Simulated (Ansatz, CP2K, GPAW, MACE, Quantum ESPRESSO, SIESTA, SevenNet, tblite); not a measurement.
# GPAW runs on Ta2H10C4Cl8O3 (P2_1/c) (108 atoms), part 2 of 2

Aim: run Ta2H10C4Cl8O3 (P2_1/c) (108 atoms) in GPAW and see how near its forces come to a plane-wave reference, and at what cost.

Program: GPAW 26.7.0; the method stands at each step. Banners, paths, timers and routine set-up lines are dropped from the logs unmarked, and long logs keep their key lines alone; longer cuts are marked.

So far. Step 3 (PBE, LCAO sz(dzp), h 0.18 Å): Against the first run (15 %), the force difference from the reference is 83 %, at 0.38 times the CPU time (on 1 against 2 cores), with 384 basis functions against 1212: the smaller basis costs accuracy. Step 4 (RPBE, LCAO dzp, h 0.18 Å): Against the first run (15 %), the force difference from the reference is 16 %, at 1.0 times the CPU time; the model has changed, so this is no error of the program alone.

### 5. PBE, LCAO dzp, h 0.25 Å

Method: Kohn-Sham DFT, PBE, PAW, atomic orbitals (dzp).

run.py reads:

```python
import numpy as np
from ase.io import read
from gpaw import GPAW, FermiDirac

atoms = read("structure.xyz")
atoms.calc = GPAW(
    mode="lcao",
    basis="dzp",
    h=0.25,
    xc="PBE",
    kpts={"size": (1, 1, 1), "gamma": True},
    occupations=FermiDirac(0.05),
    maxiter=200,
    symmetry={"point_group": False},
    txt="gpaw.txt",
)
energy = atoms.get_potential_energy(force_consistent=True)
forces = atoms.get_forces()
print(f"energy {energy:.6f} eV")
print("forces (eV/A)")
for i, (a, f) in enumerate(zip(atoms, forces)):
    print(f"{i:4d} {a.symbol:2s} {f[0]:10.5f} {f[1]:10.5f} {f[2]:10.5f}")
print(f"Fermi level {atoms.calc.get_fermi_level():.4f} eV")
for k in range(len(atoms.calc.get_ibz_k_points())):
    for s in range(atoms.calc.get_number_of_spins()):
        e = atoms.calc.get_eigenvalues(kpt=k, spin=s)
        n = np.searchsorted(e, atoms.calc.get_fermi_level())
        print(f"k {k} spin {s} levels about the Fermi level:", np.round(e[max(n - 6, 0):n], 4).tolist(), "|", np.round(e[n:n + 6], 4).tolist())
```

structure.xyz reads:

```xyz
108
Lattice="6.63880 0.00000 0.00000 0.00000 26.00830 0.00000 -4.37581 0.00000 9.71248" Properties=species:S:1:pos:R:3 pbc="T T T"
[... 108 atom lines left out: the same atoms as in the first run ...]
```

Started as:

```
$ OMP_NUM_THREADS=1 python run.py > output.txt
```

The log of the run:

```text
energy -507.646161 eV
forces (eV/A)
   0 Ta    0.05628   -2.47241    0.72810
   1 Ta    2.91934    0.14939    1.14428
   2 Ta   -2.08652   -2.66622    0.48595
   3 Ta    0.59798   -0.95979   -1.12175
   4 Ta   -3.61257   -2.53184    4.12734
   5 Ta    2.09794   -0.41925   -1.17313
   6 Ta    1.45031    3.63818    0.52962
   7 Ta   -1.88605   -0.39686    4.68242
   8 H    -1.39822    1.20844    0.52369
   9 H    -0.62055   -0.65746   -0.44552
  10 H    -0.84361    0.11699   -0.16746
  11 H     0.84418    0.60955    0.05906
[...]
103 O     0.39787    4.80207    1.81994
 104 O     0.86311    0.97151    3.24634
 105 O     1.31493   -1.96851    1.16303
 106 O    -0.93414    0.18382   -0.09604
 107 O    -0.57701   -0.49591    0.26612
Fermi level 1.7313 eV
k 0 spin 0 levels about the Fermi level: [0.2458, 0.3287, 0.3734, 0.3821, 0.4819, 0.7542] | [2.7244, 2.7876, 2.8627, 2.9482, 2.968, 3.0036]
```

gpaw.txt:

```text
Input parameters:
  mode=LCAO(),
  basis={'default': 'dzp'},
  h=0.25,
  kpts=MonkhorstPack(size=(1, 1, 1), gamma=True),
  maxiter=200,
  occupations=Occupations(name='fermi-dirac', width=0.05, fixmagmom=False),
  symmetry=Symmetry(point_group=False),
  xc=XC(name='PBE')
[... lines left out ...]
  Fermi-Dirac:
[... lines left out ...]
convergence criteria:
- Maximum [total energy] change in last 3 cyles: 0.0005 eV / valence electron
[... lines left out ...]
Converged in 11 steps
[... lines left out ...]
  Free energy:    -507.646161
[... lines left out ...]
Fermi level: 1.731
[... lines left out ...]
|          0 |       -68.241 |     2.000 |
|        ... |               |           |
|        244 |         0.172 |     2.000 |
|        245 |         0.195 |     2.000 |
[...]
|        259 |         3.108 |     0.000 |
|        ... |               |           |
|        306 |         8.569 |     0.000 |
Gap: 1.970 eV
Transition (v -> c):
  (s=0, k=0, n=251, [0.00, 0.00, 0.00]) -> (s=0, k=0, n=252, [0.00, 0.00, 0.00])
No difference between direct/indirect transitions
Force computation time: 10.988  # s
timing:  # [seconds]
  Total:  77.728  # ━━━━━━━━━━━━━━━━━━━━━━━━━━━━━━━━━━━━━━━━━━━━━━━━━━━━━━━━━
  Init:    9.450  # ━━━━━━━
  SCF:    57.258  # ━━━━━━━━━━━━━━━━━━━━━━━━━━━━━━━━━━━━━━━━━━
  Forces: 10.988  # ━━━━━━━━
```

Wall time 79 s (1 thread of Arm Neoverse V1, shared host); peak memory 0.76 GiB.

Numbers from this run, and their distance from the reference:

```
r.m.s. force component                           : 2.229 eV/Å
r.m.s. difference of force components            : 392.8 meV/Å
longest difference of force vectors              : 1773 meV/Å
force difference over r.m.s. force               : 19.58 %
slope of forces against the reference's          : 1.098
correlation of force components                  : 0.9883
gap (highest filled to lowest empty level) : 1.97 eV
gap difference                                   : -0.176 eV
energy less the same-level run's                 : 229.3 meV/atom
r.m.s. force difference from the same-level run  : 228.5 meV/Å
```

This is a coarse setting, run to see what it loses.

Against the first run (15 %), the force difference from the reference is 20 %, at 0.55 times the CPU time (on 1 against 2 cores): the grid matters here.

The forces add up to 2.4 eV/Å instead of zero, usually a sign of too coarse a grid.

### 6. All runs compared

Differences are against the plane-wave reference, forces as r.m.s. over components; share is that over the reference's r.m.s. force, slope the least-squares factor from reference forces to these. Total energies of different programs have different zeros and aren't compared.

| run | Δ force, r.m.s. (meV/Å) | share (%) | slope | Δ gap (eV) | cores | CPU time | memory (GiB) |
| --- | --- | --- | --- | --- | --- | --- | --- |
| reference | - | - | - | - | 4 | 44 min | 7.4 |
| GPAW PBE, LCAO dzp, h 0.18 Å | 302 | 15.1 | 1.095 | -0.179 | 2 | 2.4 min | 1.7 |
| GPAW PBE, LCAO sz(dzp), h 0.18 Å (coarse) | 1668 | 83.2 | 1.403 | -0.620 | 1 | 55 s | 1.2 |
| GPAW RPBE, LCAO dzp, h 0.18 Å | 319 | 15.9 | 1.107 | -0.162 | 2 | 2.4 min | 1.8 |
| GPAW PBE, LCAO dzp, h 0.25 Å (coarse) | 393 | 19.6 | 1.098 | -0.176 | 1 | 79 s | 0.76 |

Rows marked coarse were listed beforehand as settings not expected to be converged; some can still land near the reference.

CPU time is summed over cores on a shared host, where runs went side by side, so it is rough. Symmetry, cutoffs, thresholds, outputs and thread counts weren't matched or tuned between programs; memory under MPI is the largest rank's times the ranks.

Within one program, basis, potentials and functional, energies share a zero. Each run against its twin at the usual cutoff or grid and solver:

| run | twin | Δ energy (meV/atom) | Δ force, r.m.s. (meV/Å) | CPU time over the twin's |
| --- | --- | --- | --- | --- |
| GPAW PBE, LCAO dzp, h 0.25 Å | LCAO dzp, h 0.18 Å | 229 | 228 | 0.55 (this twin ran on 2 cores) |

### 7. Results

```json
{
  "nearest in forces": "GPAW PBE, LCAO dzp, h 0.18 Å, 15 %",
  "its CPU time": "2.4 min"
}
```

In words: The PBE run in local orbitals, coarse settings apart, differs by 15 % (GPAW PBE, LCAO dzp, h 0.18 Å); basis, grid and potentials can all enter. Rows with another functional or a dispersion term differ by 16 % (GPAW RPBE, LCAO dzp, h 0.18 Å), which mixes the change of model with differences of basis and potentials. Runs with settings chosen to be coarse differ by 20 % (GPAW PBE, LCAO dzp, h 0.25 Å) to 83 % (GPAW PBE, LCAO sz(dzp), h 0.18 Å), their programs' other errors included. Of the electronic-structure runs that take under half the reference's CPU time, GPAW PBE, LCAO dzp, h 0.18 Å comes nearest, at 15 % in 2.4 min against 44 min. At the same functional, gaps differ from the reference's 2.15 eV by between -0.62 and -0.18 eV. These are spacings on the run's k-points, which needn't hold the band edges. With short bonds to hydrogen, sets of potentials differ among themselves by several per cent in forces even at converged cutoffs, so the reference isn't exact here either. The reference's PBE has no dispersion term, which matters for the binding between molecules or layers. The published positions, changed by the recipe (random displacements or longer bonds to H), lie far from the minimum at this level of theory. The reference's pressure of 4.3 GPa belongs to a cell and atoms that aren't relaxed at this level. The electronic-structure runs sample only Γ, in a cell whose shortest periodic width is 6 Å. Spin–orbit coupling is left out, which matters for the levels of the heavy elements.

[Also dropped from logs without a mark: logging warnings of Python, and SIESTA's first energy breakdown and zero terms.]

[Logs are printed without paths, hosts, clocks, repeated set-up lines and the standing remarks that a program may print on its own settings, such as how far it seeks lower states.]

[Hosts, paths, dates, database ids (printed as entryN), source tags and the programs' standing remarks are cut or masked in the printed files.]
